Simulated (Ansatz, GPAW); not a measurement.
# Work function of a 3-layer slab of Na(100) at several levels, part 3 of 3

Wanted: work functions and dipole of a 3-layer slab of Na(100), with the cost of each level.

GPAW 26.7.0 and Ansatz 0.2.0; Ansatz plane waves; slab in vacuum with a dipole correction, relaxation (the session's first sound run).

So far, upper work function (eV): step 2 (relaxing the atoms, PBE) 2.65; step 6 (self-consistent run: xc = "vdW-DF2", GPAW, PAW setups, GPAW) 2.89; step 7 (self-consistent run: xc = "revPBE") 2.57; step 8 (real-space grid: mode = "fd", PBE, GPAW) 2.65; step 9 (atomic orbitals: mode = "lcao", PBE, GPAW) 2.63.

**11. A second plane-wave code**

A second program with its own datasets checks the number independently.

This step: Ansatz plane waves; slab in vacuum with a dipole correction (Ansatz 0.2.0).

The input, input.yaml:

```yaml
crystal:
  lattice:
    - [4.23, 0.0, 0.0]
    - [0.0, 4.23, 0.0]
    - [0.0, 0.0, 20.23]
  atoms:
    - { symbol: Na, position: [0.0, 0.0, 0.3954522986] }
    - { symbol: Na, position: [0.5, 0.5, 0.4964405354] }
    - { symbol: Na, position: [0.0, 0.0, 0.5977114285] }
kpoints:
  mp_grid: { grid: [8, 8, 1] }
hamiltonian:
  xc: pbe
scf:
  occupations: { method: fermi_dirac, width: 0.1 }
efield:
  axis: 3
  dipole_correction: true
  ramp_width: 0.05
output:
  forces: true
  write_potential: true
  write_density: true
  volumetric_format: npy
  elf: true
```

Command:

```
ansatz run input.yaml --threads 2 --pin off --max-ram 4096MiB --backend cpu --events-out ev --progress --plain --runs-dir out
```

Numbers of over 12 decimals in the logs are rounded to 6 here.

The log of the run:

```text
[...]
Crystal: 3 atoms, lattice volume = 361.973 Å³
Basis set: ecut = 420 eV, 6999 PW (Γ), exchange–correlation on 60×60×288 points (8 copies of the dense FFT grid, shifted against one another)
Bands: 18, of which v1, the nominal top of the filled ones, is band 14 counted from 1 (13 counted from 0)
Symmetry: 8 space group operations
[...]
k-points: 15 of 64
[...]
SCF iter   1: F=—  HF=-4458.804986 eV  |F-HF|=—  |Δ(HF+E_count)|=         —  Δρ=8.98e-4  dr2=3.47e-2  ethr=1.77e-3  p=0.000 e·Å  D=1.51e-4 V/Å  ΔV_dip=-0.00 eV  dr2_dipole=2.53e-6  V_vac-E_F(+/−)=2.49/2.49 eV  ⟨swp⟩=6.1  Hψ=1317  notcnv=0
[...]
SCF iter   6: F=-4458.797815 eV  HF=-4458.797815 eV  |F-HF|=9.14e-9  |Δ(HF+E_count)|=   2.14e-7  Δρ=1.47e-6  dr2=1.95e-8  ethr=3.70e-10  p=0.000 e·Å  D=2.03e-5 V/Å  ΔV_dip=-0.00 eV  dr2_dipole=7.53e-12  V_vac-E_F(+/−)=2.65/2.65 eV  ⟨swp⟩=11.5  Hψ=1940  notcnv=0
SCF 1 converged in 6 iterations: F = -4458.797815 eV  dr2 = 1.95e-8
[...]
SCF converged after 6 iterations
Free energy (F): -4458.797815 eV
[...]
Internal energy: -4458.747109 eV  (E = F + TS)
E sigma→0 (E₀):  -4458.772462 eV
Entropy (-TS):   -0.050706 eV (-16.902 meV/atom)
Fermi energy:    -1.241110 eV
Dipole field:    D = 0.000023 V/Å  (p = 0.000046 e·Å, saw-weighted, corrected)
Work function:   Φ+ = 2.6521 eV   Φ− = 2.6526 eV
[...]
--- Forces (eV/Å), atoms counted from 1 ---
  atom   1  Na    -0.00000000     0.00000000    -0.00172039
  atom   2  Na     0.00000000     0.00000000     0.00191279
  atom   3  Na     0.00000000     0.00000000    -0.00019316
  max |Σ_I F_I| component: 7.53e-7 eV/Å
--- Band table (eV; the first three rows and the last of 15) ---
  k-point 0: bands = [... 10 lower, -26.1126, -26.1126, -3.9582, -2.4821, -0.8027, 0.5956, 1.2044, 2.3149]
  k-point 1: bands = [... 10 lower, -26.1133, -26.1126, -3.8236, -2.3497, -0.6745, 0.7229, 1.3327, 2.2502]
  k-point 2: bands = [... 10 lower, -26.1150, -26.1126, -3.4218, -1.9540, -0.2932, 0.7056, 1.0972, 1.7363]
  k-point 14: bands = [... 10 lower, -26.1169, -26.1169, -0.0306, -0.0306, 0.3243, 0.6816, 1.4025, 1.4025]
```

Elapsed: 13 s, on 2 threads of Arm Neoverse N1, shared host; peak memory 0.46 GiB; 15 s of CPU time.

In the SCF lines HF is the Harris–Foulkes energy and dr2 the Hartree energy of the density residual, in eV; the loop may stop once dr2 is under the threshold and the program's other checks hold. Hψ counts applications of the Hamiltonian.

Numbers from this step:

| Item | Value |
| --- | --- |
| upper work function | 2.652 eV |
| lower work function | 2.653 eV |
| dipole along the normal | 4.61e-5 e·Å |
| dipole field | 2.30e-5 V/Å |
| vacuum level below | 1.411 eV |

Table of electrostatic potential energy of an electron (with the applied field's), less the Fermi level, planar mean by z:

```tsv
z (Å)	electrostatic potential energy of an electron (with the applied field's), less the Fermi level, planar mean (eV)
0	2.65
1	2.65
2	2.65
3	2.65
4	2.65
5	2.61
6	2.40
7	1.35
8	-3.54
9	0.735
10	-3.30
11	0.735
12	-3.34
13	1.15
14	2.35
15	2.60
16	2.64
17	2.65
18	2.65
19	2.65
20	2.65
```

Valence density, planar mean against z:

```tsv
z (Å)	valence density, planar mean (e/Å³)
3.5	5.6e-5
4.0	1.3e-4
4.5	3.3e-4
5.0	7.8e-4
5.5	0.00180
6.0	0.00395
6.5	0.00792
7.0	0.0175
7.5	0.151
8.0	0.647
8.5	0.160
9.0	0.0375
9.5	0.128
10.0	0.637
10.5	0.198
11.0	0.0385
11.5	0.0940
12.0	0.605
12.5	0.237
13.0	0.0224
13.5	0.00894
14.0	0.00452
14.5	0.00210
15.0	9.2e-4
15.5	3.8e-4
16.0	1.6e-4
16.5	6.1e-5
```

ELF in the ca plane at fractional y = 0.000, with atoms of Na within 0.2 Å of it. It is the smooth field of the valence electrons, not physical close to the nuclei.

Ten even steps from '0' (0.00) to '9' (0.68), each cell a mean:
```
00000000000123200686840267304868710132100000
00000000000123210267511477511476200232100000
00000000000123421000003677741000002432100000
00000000000013554311357877875321245532100000
00000000000013567888998877889988887531000000
00000000000013568999999877889999987531000000
00000000000013566655688877888655566532100000
00000000000123442000025777762100024432100000
00000000000123310023201577620132001332100000
00000000000123200488830377402788500232100000
00000000000123101773750267304846710132100000
```
Columns run along c (16.0 Å, from fractional 0.05 to 0.84 of the cell), rows up along a (4.2 Å). Atoms in or near the plane, at fractional coordinates: Na at (0.40, 0.00), Na at (0.60, 0.00).

Valence density in the ca plane at fractional y = 0.000, with atoms of Na within 0.2 Å of it. It is the smooth field of the valence electrons, not physical close to the nuclei.

Ten steps, logarithmic in the rise over the least value, from '0' (0 e/Å³) to '9' (18 e/Å³), each cell a mean:
```
00000000000000000379730000002798300000000000
00000000000000000134310000000243100000000000
00000000000000000000000000000000000000000000
00000000000000000000000000000000000000000000
00000000000000000000000000000000000000000000
00000000000000000000000000000000000000000000
00000000000000000000000000000000000000000000
00000000000000000000000000000000000000000000
00000000000000000011100000000111000000000000
00000000000000000257520000001576200000000000
00000000000000000489840000003899400000000000
```
Columns run along c (16.0 Å, from fractional 0.05 to 0.84 of the cell), rows up along a (4.2 Å). Atoms in or near the plane, at fractional coordinates: Na at (0.40, 0.00), Na at (0.60, 0.00).

Electrostatic potential energy in the ca plane at fractional y = 0.000, with atoms of Na within 0.2 Å of it. With pseudopotentials it is smooth inside the atoms' cores, unlike the true potential.

Ten even steps from '0' (-30 eV) to '9' (1 eV), each cell a mean:
```
99999999999999998500058999986100489999999999
99999999999999998753579999998534789999999999
99999999999999999888899999999888899999999999
99999999999999999999999999999999999999999999
99999999999999999999999999999999999999999999
99999999999999999999999999999999999999999999
99999999999999999999999999999999999999999999
99999999999999999988999999999988999999999999
99999999999999999876789999998767889999999999
99999999999999998620268999987301689999999999
99999999999999998400048999985000378999999999
```
Columns run along c (16.0 Å, from fractional 0.05 to 0.84 of the cell; values clipped at the 3rd and 97th percentile), rows up along a (4.2 Å). Atoms in or near the plane, at fractional coordinates: Na at (0.40, 0.00), Na at (0.60, 0.00).

The upper face's work function is 2.652 eV, against 2.651 eV in the first plane-wave PBE run at this geometry.

**12. Side by side**

Results and costs are gathered.

This step: comparison of work functions, dipole and cost (GPAW 26.7.0).

Ladder, by row:

```tsv
step	code	work function, upper (eV)	work function, lower (eV)	dipole (e Å)	wall time (s)	peak memory (GiB)	threads
pw	GPAW	2.651	2.651	-1.73e-5	47.63	0.22	2
LDA	GPAW	2.769	2.769	-2.27e-5	50.21	0.2	2
optPBE-vdW	GPAW	2.767	2.768	-2.03e-5	126.4	0.41	2
vdW-DF2	GPAW	2.893	2.893	-3.84e-5	101.3	0.41	2
revPBE	GPAW	2.571	2.571	-1.50e-5	46.65	0.22	2
fd	GPAW	2.651	2.651	2.86e-5	240.5	0.58	2
lcao	GPAW	2.628	2.628	5.88e-5	615.9	0.41	2
ansatz	Ansatz	2.652	2.653	4.61e-5	13.26	0.46	2
```

**13. Results**

| Item | Value |
| --- | --- |
| work function, both faces | 2.65 eV |
| dipole along the normal | -1.7e-5 e Å, near the numerical noise |

In words: With plane waves and PBE the work function is 2.65 eV on the upper face and 2.65 eV on the lower. Over the sound runs of the table the upper face's work function spans 2.571 (revPBE) to 2.893 eV (vdW-DF2). The two plane-wave codes differ by 1.0e-3 eV on the upper face. The slab is only 4.1 Å thick between its outer nuclei, so the values belong to this film more than to the surface of the bulk metal. The in-plane lattice was kept as typed, which isn't the functional's own and leaves some strain; spin-orbit coupling and temperature are left out.

[Logs are printed without paths, hosts, clocks, repeated set-up lines and the standing remarks that a program may print on its own settings, such as how far it seeks lower states.]

[Hosts, paths, dates, database ids (printed as entryN), source tags and the programs' standing remarks are cut or masked in the printed files.]
